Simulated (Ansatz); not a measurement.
# Convergence of a linear-scaling basis for generalised stacking fault on (111) (shuffle set) of a GaAs-GaSb solid solution (48 atoms), part 2 of 3

Aim: test how closely localised support functions follow the reference on generalised stacking fault on (111) (shuffle set) of a GaAs-GaSb solid solution (48 atoms), and at what cost. A setting counts as converged where the r.m.s. difference of forces stays under 1 % of the r.m.s. force.

Ansatz 0.2.0; Kohn-Sham DFT, PBE, PAW (set soft_2), plane waves.

The cell: 24 Ga, 10 Sb and 14 As. The host structure and its lattice constant were typed by rule, without a check against the phase diagram. The levels lack spin–orbit coupling.

So far. Step 3 (Support functions medium): Forces differ from the reference by 0.54 meV/Å r.m.s., 0.11 % of their size, well within a tolerance of 1 %; the energy by -1.5 meV/atom. It took 70 s and 14 cycles; the reference's time can't be set against it, since the two runs asked for unlike analyses. The two runs also began from different starting densities, which bears on cycles and time.

**5. Support functions high**

With localised support functions most steps grow linearly with size, though the diagonalisation grows faster unless the density matrix is cut; this run measures error and cost at this size. The level high gives here a grid of 48×48×108 points and a radius of 5.23 Å.

This step: Kohn-Sham DFT, PBE, PAW (set soft_2), localised support functions (high) (Ansatz 0.2.0).

The input, input.yaml:

```yaml
crystal:
  lattice:
    - [8.2665, 0.0, 0.0]
    - [0.0, 7.159, 0.0]
    - [3.4444, 0.0, 20.24871]
  atoms:
    [... the 48 atom lines of step 2 ...]
kpoints:
  mp_grid: { grid: [2, 2, 1] }
hamiltonian:
  xc: pbe
scf:
  occupations: { method: gaussian, width: 0.025 }
  eigensolver: { kind: { support_functions: { accuracy: high } } }
  mixing: { beta: 0.4 }
  max_iter: 150
output:
  forces: true
```

On the command line:

```bash
$ ansatz run input.yaml --threads 4 --pin off --max-ram 8192MiB --backend cpu --events-out ev --progress --plain --runs-dir out
```

Numbers of over 12 decimals in the logs are rounded to 6 here.

What it wrote:

```text
[...]
Crystal: 48 atoms, lattice volume = 1198.316 Å³
Basis set: ecut = 420 eV, 23385 PW (Γ), exchange–correlation on 120×120×288 points (8 copies of the dense FFT grid, shifted against one another)
Bands: 404, of which v1, the nominal top of the filled ones, is band 336 counted from 1 (335 counted from 0)
Symmetry: 1 space group operations
k-points: 4
[...]
Eigensolver: Support functions (high, 48×48×108 points, laid for a spacing of at most 0.192795 Å, radius 5.226354 Å, 0 species' potentials softened for the grid, 3 wholly corrected for its errors in the mean over positions, 3 with the egg-box correction, energy correction by stochastic trace)
[...]
SCF iter   1: F=—  HF=-223614.853544 eV  |F-HF|=—  |Δ(HF+E_count)|=         —  Δρ=3.00e-2  dr2=8.26e0  ethr=1.00e-1
[...]
SCF iter  16: F=—  HF=-223631.268628 eV  |F-HF|=—  |Δ(HF+E_count)|=   2.85e-4  Δρ=2.72e-6  dr2=6.06e-8  ethr=6.89e-12  κ⁻¹=1.6e-5(r=7)
SCF iter  17: F=-223631.268702 eV  HF=-223631.268702 eV  |F-HF|=1.59e-8  |Δ(HF+E_count)|=   7.45e-5  Δρ=1.97e-6  dr2=3.47e-8  ethr=6.89e-12
SCF 1 converged in 17 iterations: F = -223631.271894 eV  dr2 = 3.47e-8
[...]
SCF converged after 17 iterations
[...]
Free energy (F): -223631.271894 eV
[...]
Internal energy: -223631.270794 eV  (E = F + TS)
E sigma→0 (E₀):  -223631.271344 eV
Entropy (-TS):   -0.001100 eV (-0.023 meV/atom)
Fermi energy:    8.203403 eV
[...]
Σ components = -223631.271894   (vs F -223631.271894, Δ=0.00e0)
--- Forces (eV/Å), atoms counted from 1 ---
  atom   1  Ga     0.32353318     0.51537325     0.88332674
  atom   2  Sb     0.35848609     0.11449265    -0.84019341
  atom   3  Ga    -1.12198168     0.76689310     0.95154627
  atom   4  As     0.14937846     0.05068130    -0.16134498
[...]
atom  48  Sb    -0.15100641     0.22770769    -0.08566956
  max |Σ_I F_I| component: 8.40e-4 eV/Å
--- Band table (eV) ---
[...]
```

It took 3.7 min on 4 threads of AMD EPYC 9R45, shared host; peak memory 5.7 GiB; 14 min of CPU time.

Keys that differ from the reference: support_functions.accuracy = "high", scf.max_iter = 150 and scf.mixing.beta = 0.4.

Forces differ from the reference by 0.13 meV/Å r.m.s., 0.026 % of their size, well within a tolerance of 1 %; the energy by -1.4 meV/atom. It took 3.7 min and 17 cycles; the reference's time can't be set against it, since the two runs asked for unlike analyses. The two runs also began from different starting densities, which bears on cycles and time.

**6. Support functions medium, radius 4.24 Å**

The radius confines each support function; a larger one gives more freedom and more work per atom.

This step: Kohn-Sham DFT, PBE, PAW (set soft_2), localised support functions (medium) (Ansatz 0.2.0).

input.yaml, the sections that differ from step 5:

```yaml
scf:
  occupations: { method: gaussian, width: 0.025 }
  eigensolver: { kind: { support_functions: { accuracy: medium, radius: 4.24 } } }
  mixing: { beta: 0.4 }
  max_iter: 150
# crystal, kpoints, hamiltonian, output: as in step 5
```

What it wrote:

```text
[...]
Crystal: 48 atoms, lattice volume = 1198.316 Å³
Basis set: ecut = 420 eV, 23385 PW (Γ), exchange–correlation on 120×96×288 points (8 copies of the dense FFT grid, shifted against one another)
Bands: 404, of which v1, the nominal top of the filled ones, is band 336 counted from 1 (335 counted from 0)
Symmetry: 1 space group operations
k-points: 4
[...]
SCF iter   1: F=—  HF=-223612.454297 eV  |F-HF|=—  |Δ(HF+E_count)|=         —  Δρ=3.02e-2  dr2=8.44e0  ethr=1.00e-1
[...]
SCF iter  13: F=—  HF=-223631.242267 eV  |F-HF|=—  |Δ(HF+E_count)|=   1.37e-3  Δρ=7.19e-6  dr2=1.01e-6  ethr=5.77e-10  κ⁻¹=3.1e-7(r=7)
SCF iter  14: F=-223631.242267 eV  HF=-223631.242267 eV  |F-HF|=4.38e-7  |Δ(HF+E_count)|=   8.32e-8  Δρ=4.81e-6  dr2=2.93e-7  ethr=1.50e-10
SCF 1 converged in 14 iterations: F = -223631.274712 eV  dr2 = 2.93e-7
[...]
SCF converged after 14 iterations
[...]
Free energy (F): -223631.274712 eV
[...]
Internal energy: -223631.273657 eV  (E = F + TS)
E sigma→0 (E₀):  -223631.274184 eV
Entropy (-TS):   -0.001055 eV (-0.022 meV/atom)
Fermi energy:    8.203969 eV
[...]
Σ components = -223631.274712   (vs F -223631.274712, Δ=0.00e0)
--- Forces (eV/Å), atoms counted from 1 ---
  atom   1  Ga     0.32339992     0.51493186     0.88316359
  atom   2  Sb     0.35899307     0.11499113    -0.83991794
  atom   3  Ga    -1.12230966     0.76669689     0.95225142
  atom   4  As     0.14908812     0.05071378    -0.16210572
[...]
atom  48  Sb    -0.15174104     0.22821013    -0.08638652
  max |Σ_I F_I| component: 2.68e-3 eV/Å
--- Band table (eV) ---
[...]
```

The job ended after 68 s (4 threads; peak memory 3.3 GiB; 4.3 min of CPU time).

Keys that differ from the reference: support_functions.accuracy = "medium", support_functions.radius = 4.24, scf.max_iter = 150 and scf.mixing.beta = 0.4.

Forces differ from the reference by 0.54 meV/Å r.m.s., 0.11 % of their size, well within a tolerance of 1 %; the energy by -1.5 meV/atom. It took 68 s and 14 cycles; the reference's time can't be set against it, since the two runs asked for unlike analyses. The two runs also began from different starting densities, which bears on cycles and time.

**7. Support functions medium, radius 4.59 Å**

The radius confines each support function; a larger one gives more freedom and more work per atom.

input.yaml, the sections that differ from step 6:

```yaml
scf:
  occupations: { method: gaussian, width: 0.025 }
  eigensolver: { kind: { support_functions: { accuracy: medium, radius: 4.59 } } }
  mixing: { beta: 0.4 }
  max_iter: 150
# crystal, kpoints, hamiltonian, output: as in step 6
```

What it wrote:

```text
[...]
Crystal: 48 atoms, lattice volume = 1198.316 Å³
Basis set: ecut = 420 eV, 23385 PW (Γ), exchange–correlation on 120×96×288 points (8 copies of the dense FFT grid, shifted against one another)
Bands: 404, of which v1, the nominal top of the filled ones, is band 336 counted from 1 (335 counted from 0)
Symmetry: 1 space group operations
k-points: 4
[...]
SCF iter   1: F=—  HF=-223614.190995 eV  |F-HF|=—  |Δ(HF+E_count)|=         —  Δρ=3.01e-2  dr2=8.37e0  ethr=1.00e-1
[...]
SCF iter  13: F=—  HF=-223631.258048 eV  |F-HF|=—  |Δ(HF+E_count)|=   8.06e-4  Δρ=7.21e-6  dr2=9.90e-7  ethr=5.94e-10  κ⁻¹=3.0e-7(r=7)
SCF iter  14: F=-223631.258049 eV  HF=-223631.258048 eV  |F-HF|=4.43e-7  |Δ(HF+E_count)|=   4.02e-8  Δρ=4.19e-6  dr2=2.36e-7  ethr=1.47e-10
SCF 1 converged in 14 iterations: F = -223631.274798 eV  dr2 = 2.36e-7
[...]
SCF converged after 14 iterations
[...]
Free energy (F): -223631.274798 eV
[...]
Internal energy: -223631.273725 eV  (E = F + TS)
E sigma→0 (E₀):  -223631.274262 eV
Entropy (-TS):   -0.001072 eV (-0.022 meV/atom)
Fermi energy:    8.203666 eV
[...]
Σ components = -223631.274798   (vs F -223631.274798, Δ=0.00e0)
--- Forces (eV/Å), atoms counted from 1 ---
  atom   1  Ga     0.32349081     0.51543820     0.88353288
  atom   2  Sb     0.35809545     0.11506521    -0.84054524
  atom   3  Ga    -1.12201020     0.76662200     0.95216517
  atom   4  As     0.14988155     0.05097359    -0.16159796
[...]
atom  48  Sb    -0.15098677     0.22738697    -0.08599395
  max |Σ_I F_I| component: 7.81e-3 eV/Å
--- Band table (eV) ---
[...]
```

Wall time 85 s (4 threads); peak memory 3.8 GiB.

Keys that differ from the reference: support_functions.accuracy = "medium", support_functions.radius = 4.59, scf.max_iter = 150 and scf.mixing.beta = 0.4.

Forces differ from the reference by 0.39 meV/Å r.m.s., 0.075 % of their size, well within a tolerance of 1 %; the energy by -1.5 meV/atom. It took 85 s and 14 cycles; the reference's time can't be set against it, since the two runs asked for unlike analyses. The two runs also began from different starting densities, which bears on cycles and time.

**8. Support functions medium, radius 4.89 Å**

The radius confines each support function; a larger one gives more freedom and more work per atom.

input.yaml, the sections that differ from step 7:

```yaml
scf:
  occupations: { method: gaussian, width: 0.025 }
  eigensolver: { kind: { support_functions: { accuracy: medium, radius: 4.89 } } }
  mixing: { beta: 0.4 }
  max_iter: 150
# crystal, kpoints, hamiltonian, output: as in step 7
```

What it wrote:

```text
[...]
Crystal: 48 atoms, lattice volume = 1198.316 Å³
Basis set: ecut = 420 eV, 23385 PW (Γ), exchange–correlation on 120×96×288 points (8 copies of the dense FFT grid, shifted against one another)
Bands: 404, of which v1, the nominal top of the filled ones, is band 336 counted from 1 (335 counted from 0)
Symmetry: 1 space group operations
k-points: 4
[...]
SCF iter   1: F=—  HF=-223614.678035 eV  |F-HF|=—  |Δ(HF+E_count)|=         —  Δρ=3.00e-2  dr2=8.29e0  ethr=1.00e-1
[...]
SCF iter  13: F=—  HF=-223631.266061 eV  |F-HF|=—  |Δ(HF+E_count)|=   4.81e-4  Δρ=9.19e-6  dr2=1.13e-6  ethr=5.85e-10  κ⁻¹=3.9e-7(r=7)
SCF iter  14: F=-223631.266061 eV  HF=-223631.266061 eV  |F-HF|=1.03e-7  |Δ(HF+E_count)|=   8.84e-8  Δρ=4.55e-6  dr2=2.82e-7  ethr=1.68e-10
SCF 1 converged in 14 iterations: F = -223631.274646 eV  dr2 = 2.82e-7
[...]
SCF converged after 14 iterations
[...]
Free energy (F): -223631.274646 eV
[...]
Internal energy: -223631.273554 eV  (E = F + TS)
E sigma→0 (E₀):  -223631.274100 eV
Entropy (-TS):   -0.001093 eV (-0.023 meV/atom)
Fermi energy:    8.203489 eV
[...]
Σ components = -223631.274646   (vs F -223631.274646, Δ=0.00e0)
--- Forces (eV/Å), atoms counted from 1 ---
  atom   1  Ga     0.32347076     0.51517406     0.88337518
  atom   2  Sb     0.35840053     0.11475845    -0.84010972
  atom   3  Ga    -1.12212304     0.76681862     0.95177596
  atom   4  As     0.14971817     0.05068308    -0.16172751
[...]
atom  48  Sb    -0.15084555     0.22799925    -0.08535354
  max |Σ_I F_I| component: 4.12e-3 eV/Å
--- Band table (eV) ---
[...]
```

Elapsed: 89 s, on 4 threads; peak memory 4.3 GiB; 5.7 min of CPU time.

Keys that differ from the reference: support_functions.accuracy = "medium", support_functions.radius = 4.89, scf.max_iter = 150 and scf.mixing.beta = 0.4.

Forces differ from the reference by 0.28 meV/Å r.m.s., 0.054 % of their size, well within a tolerance of 1 %; the energy by -1.5 meV/atom. It took 89 s and 14 cycles; the reference's time can't be set against it, since the two runs asked for unlike analyses. The two runs also began from different starting densities, which bears on cycles and time.

**9. Support functions medium, radius 5.24 Å**

The radius confines each support function; a larger one gives more freedom and more work per atom.

input.yaml, the sections that differ from step 8:

```yaml
scf:
  occupations: { method: gaussian, width: 0.025 }
  eigensolver: { kind: { support_functions: { accuracy: medium, radius: 5.24 } } }
  mixing: { beta: 0.4 }
  max_iter: 150
# crystal, kpoints, hamiltonian, output: as in step 8
```

What it wrote:

```text
[...]
Crystal: 48 atoms, lattice volume = 1198.316 Å³
Basis set: ecut = 420 eV, 23385 PW (Γ), exchange–correlation on 120×96×288 points (8 copies of the dense FFT grid, shifted against one another)
Bands: 404, of which v1, the nominal top of the filled ones, is band 336 counted from 1 (335 counted from 0)
Symmetry: 1 space group operations
k-points: 4
[...]
SCF iter   1: F=—  HF=-223614.867835 eV  |F-HF|=—  |Δ(HF+E_count)|=         —  Δρ=3.00e-2  dr2=8.26e0  ethr=1.00e-1
[...]
SCF iter  12: F=—  HF=-223631.269432 eV  |F-HF|=—  |Δ(HF+E_count)|=   5.10e-4  Δρ=1.75e-5  dr2=3.26e-6  ethr=3.30e-9  κ⁻¹=2.5e-6(r=7)
SCF iter  13: F=-223631.269834 eV  HF=-223631.269834 eV  |F-HF|=1.73e-7  |Δ(HF+E_count)|=   4.02e-4  Δρ=6.57e-6  dr2=4.28e-7  ethr=4.85e-10
SCF 1 converged in 13 iterations: F = -223631.274753 eV  dr2 = 4.28e-7
[...]
SCF converged after 13 iterations
[...]
Free energy (F): -223631.274753 eV
[...]
Internal energy: -223631.273653 eV  (E = F + TS)
E sigma→0 (E₀):  -223631.274203 eV
Entropy (-TS):   -0.001100 eV (-0.023 meV/atom)
Fermi energy:    8.203444 eV
[...]
Σ components = -223631.274753   (vs F -223631.274753, Δ=0.00e0)
--- Forces (eV/Å), atoms counted from 1 ---
  atom   1  Ga     0.32359616     0.51519454     0.88334312
  atom   2  Sb     0.35831039     0.11440124    -0.83984536
  atom   3  Ga    -1.12189401     0.76680402     0.95164845
  atom   4  As     0.14939242     0.05066081    -0.16155042
[...]
atom  48  Sb    -0.15099410     0.22762038    -0.08518326
  max |Σ_I F_I| component: 5.90e-3 eV/Å
--- Band table (eV) ---
[...]
```

Elapsed: 1.8 min, on 4 threads; peak memory 4.8 GiB; 7 min of CPU time.

Keys that differ from the reference: support_functions.accuracy = "medium", support_functions.radius = 5.24, scf.max_iter = 150 and scf.mixing.beta = 0.4.

Forces differ from the reference by 0.21 meV/Å r.m.s., 0.040 % of their size, well within a tolerance of 1 %; the energy by -1.5 meV/atom. It took 1.8 min and 13 cycles; the reference's time can't be set against it, since the two runs asked for unlike analyses. The two runs also began from different starting densities, which bears on cycles and time.

**10. Support functions medium, radius 5.9 Å**

The radius confines each support function; a larger one gives more freedom and more work per atom.

input.yaml, the sections that differ from step 9:

```yaml
scf:
  occupations: { method: gaussian, width: 0.025 }
  eigensolver: { kind: { support_functions: { accuracy: medium, radius: 5.9 } } }
  mixing: { beta: 0.4 }
  max_iter: 150
# crystal, kpoints, hamiltonian, output: as in step 9
```

What it wrote:

```text
[...]
Crystal: 48 atoms, lattice volume = 1198.316 Å³
Basis set: ecut = 420 eV, 23385 PW (Γ), exchange–correlation on 120×96×288 points (8 copies of the dense FFT grid, shifted against one another)
Bands: 404, of which v1, the nominal top of the filled ones, is band 336 counted from 1 (335 counted from 0)
Symmetry: 1 space group operations
k-points: 4
[...]
SCF iter   1: F=—  HF=-223615.162056 eV  |F-HF|=—  |Δ(HF+E_count)|=         —  Δρ=3.01e-2  dr2=8.33e0  ethr=1.00e-1
[...]
SCF iter  12: F=—  HF=-223631.273137 eV  |F-HF|=—  |Δ(HF+E_count)|=   1.97e-4  Δρ=1.12e-5  dr2=1.36e-6  ethr=2.09e-9  κ⁻¹=6.7e-7(r=7)
SCF iter  13: F=-223631.273267 eV  HF=-223631.273267 eV  |F-HF|=1.78e-7  |Δ(HF+E_count)|=   1.30e-4  Δρ=5.67e-6  dr2=3.81e-7  ethr=2.03e-10
SCF 1 converged in 13 iterations: F = -223631.274773 eV  dr2 = 3.81e-7
[...]
SCF converged after 13 iterations
[...]
Free energy (F): -223631.274773 eV
[...]
Internal energy: -223631.273660 eV  (E = F + TS)
E sigma→0 (E₀):  -223631.274217 eV
Entropy (-TS):   -0.001113 eV (-0.023 meV/atom)
Fermi energy:    8.203323 eV
[...]
Σ components = -223631.274773   (vs F -223631.274773, Δ=0.00e0)
--- Forces (eV/Å), atoms counted from 1 ---
  atom   1  Ga     0.32350029     0.51529818     0.88334339
  atom   2  Sb     0.35851708     0.11454574    -0.83991648
  atom   3  Ga    -1.12189973     0.76672480     0.95168091
  atom   4  As     0.14938436     0.05068851    -0.16148076
[...]
atom  48  Sb    -0.15092425     0.22772341    -0.08530850
  max |Σ_I F_I| component: 6.10e-3 eV/Å
--- Band table (eV) ---
[...]
```

Run time: 2.9 min. Hardware: 4 threads; peak memory 5.8 GiB; 11 min of CPU time.

Keys that differ from the reference: support_functions.accuracy = "medium", support_functions.radius = 5.9, scf.max_iter = 150 and scf.mixing.beta = 0.4.

Forces differ from the reference by 0.19 meV/Å r.m.s., 0.037 % of their size, well within a tolerance of 1 %; the energy by -1.5 meV/atom. It took 2.9 min and 13 cycles; the reference's time can't be set against it, since the two runs asked for unlike analyses. The two runs also began from different starting densities, which bears on cycles and time.

**11. Another setting: hamiltonian.dispersion = "d3bjatm"**

Changed here: hamiltonian.dispersion = "d3bjatm".

This step: Kohn-Sham DFT, PBE+D3(BJ) with three-body term, PAW (set soft_2), plane waves (Ansatz 0.2.0).

input.yaml, the sections that differ from step 10:

```yaml
hamiltonian:
  xc: pbe
  dispersion: d3bjatm
scf:
  occupations: { method: gaussian, width: 0.025 }
output:
  forces: true
  stress: true
  populations: true
  dos:
    method: { smearing: { sigma: 0.08 } }
    de: 0.1
    projected: { site_lists: { As: [As], Ga: [Ga], Sb: [Sb] } }
  eigenvalues: true
# crystal, kpoints: as in step 10
```

What it wrote:

```text
[...]
Crystal: 48 atoms, lattice volume = 1198.316 Å³
Basis set: ecut = 420 eV, 23385 PW (Γ), exchange–correlation on 120×96×288 points (8 copies of the dense FFT grid, shifted against one another)
Bands: 404, of which v1, the nominal top of the filled ones, is band 336 counted from 1 (335 counted from 0)
Symmetry: 1 space group operations
[...]
k-points: 4
[...]
SCF iter   1: F=—  HF=-223646.267099 eV  |F-HF|=—  |Δ(HF+E_count)|=         —  Δρ=1.70e-3  dr2=6.10e-2  ethr=1.77e-3  ⟨swp⟩=6.0  Hψ=5874  notcnv=0  defer=2
[...]
SCF iter   7: F=—  HF=-223646.222663 eV  |F-HF|=—  |Δ(HF+E_count)|=   3.66e-7  Δρ=3.44e-6  dr2=2.53e-7  ethr=2.76e-10  ⟨swp⟩=2.0  Hψ=2706  notcnv=0  defer=247
SCF iter   8: F=-223646.222663 eV  HF=-223646.222663 eV  |F-HF|=1.19e-8  |Δ(HF+E_count)|=   1.01e-7  Δρ=1.10e-6  dr2=3.68e-8  ethr=1.49e-11  ⟨swp⟩=10.2  Hψ=8319  notcnv=0
SCF 1 converged in 8 iterations: F = -223646.222663 eV  dr2 = 3.68e-8
[...]
SCF converged after 8 iterations
Free energy (F): -223646.222663 eV
[...]
Internal energy: -223646.221523 eV  (E = F + TS)
E sigma→0 (E₀):  -223646.222093 eV
Entropy (-TS):   -0.001140 eV (-0.024 meV/atom)
Fermi energy:    8.203549 eV
[...]
Σ components = -223646.222663   (vs F -223646.222663, Δ=0.00e0)
--- Forces (eV/Å), atoms counted from 1 ---
  atom   1  Ga     0.32388163     0.51665624     0.88195757
  atom   2  Sb     0.35895414     0.11468161    -0.84390685
  atom   3  Ga    -1.12065626     0.76753860     0.94791388
  atom   4  As     0.15001539     0.05069362    -0.16124570
[...]
atom  48  Sb    -0.15691002     0.22797839    -0.08926005
  max |Σ_I F_I| component: 1.56e-5 eV/Å
--- Stress (GPa, compression-positive) ---
        1.910611      -0.001661       0.867460
       -0.001661       1.297204      -0.055721
        0.867460      -0.055721       0.938321
  P = ⅓ Tr σ = 1.3820 GPa (13.820 kbar)
--- Band table (eV) ---
[...]
--- Löwdin populations: 48 sites ---
  site symbol       q [e]
     0     Ga     13.1315
     1     Sb     14.6170
     2     Ga     13.1353
[...]
47     Sb     14.6054
  spilling = 0.001512 (of n_electrons = 672.000000)
```

The job ended after 30 s (4 threads; peak memory 5.3 GiB).

Forces differ from the reference by 1.6 meV/Å r.m.s., 0.32 % of their size; the pressure by -2.1 GPa.

**12. The ladder side by side**

Each row is set against the plane-wave reference (Kohn-Sham DFT, PBE, PAW (set soft_2), plane waves; r.m.s. force component 0.514 eV/Å). Energies are set beside the reference only for runs with its functional, potentials and electron count. Times are for 4 threads of AMD EPYC 9R45, shared host. The reference's time includes the DOS, the stress and grids, which some other runs skip.

| run | Δ force, r.m.s. (meV/Å) | share of r.m.s. force (%) | Δ energy (meV/atom) | Δ pressure (GPa) | cycles | time | host memory (GiB) |
| --- | --- | --- | --- | --- | --- | --- | --- |
| reference | - | - | - | - | 8 | 29 s | 5.3 |
| support functions medium | 0.544 | 0.106 | -1.51 | - | 14 | 70 s | 3.5 |
| support functions low | 0.563 | 0.110 | -1.51 | - | 12 | 68 s | 3.5 |
| support functions high | 0.132 | 0.0257 | -1.45 | - | 17 | 3.7 min | 5.7 |
| support functions medium, radius 4.24 Å | 0.54 | 0.105 | -1.51 | - | 14 | 68 s | 3.3 |
| support functions medium, radius 4.59 Å | 0.388 | 0.0754 | -1.51 | - | 14 | 85 s | 3.8 |
| support functions medium, radius 4.89 Å | 0.276 | 0.0536 | -1.51 | - | 14 | 89 s | 4.3 |
| support functions medium, radius 5.24 Å | 0.207 | 0.0402 | -1.51 | - | 13 | 1.8 min | 4.8 |
| support functions medium, radius 5.9 Å | 0.189 | 0.0367 | -1.51 | - | 13 | 2.9 min | 5.8 |
| hamiltonian.dispersion = "d3bjatm" | 1.63 | 0.316 | - | -2.08 | 8 | 30 s | 5.3 |

[end of part 2 of 3]

[Logs are printed without paths, hosts, clocks, repeated set-up lines and the standing remarks that a program may print on its own settings, such as how far it seeks lower states.]

[Hosts, paths, dates, database ids (printed as entryN), source tags and the programs' standing remarks are cut or masked in the printed files.]
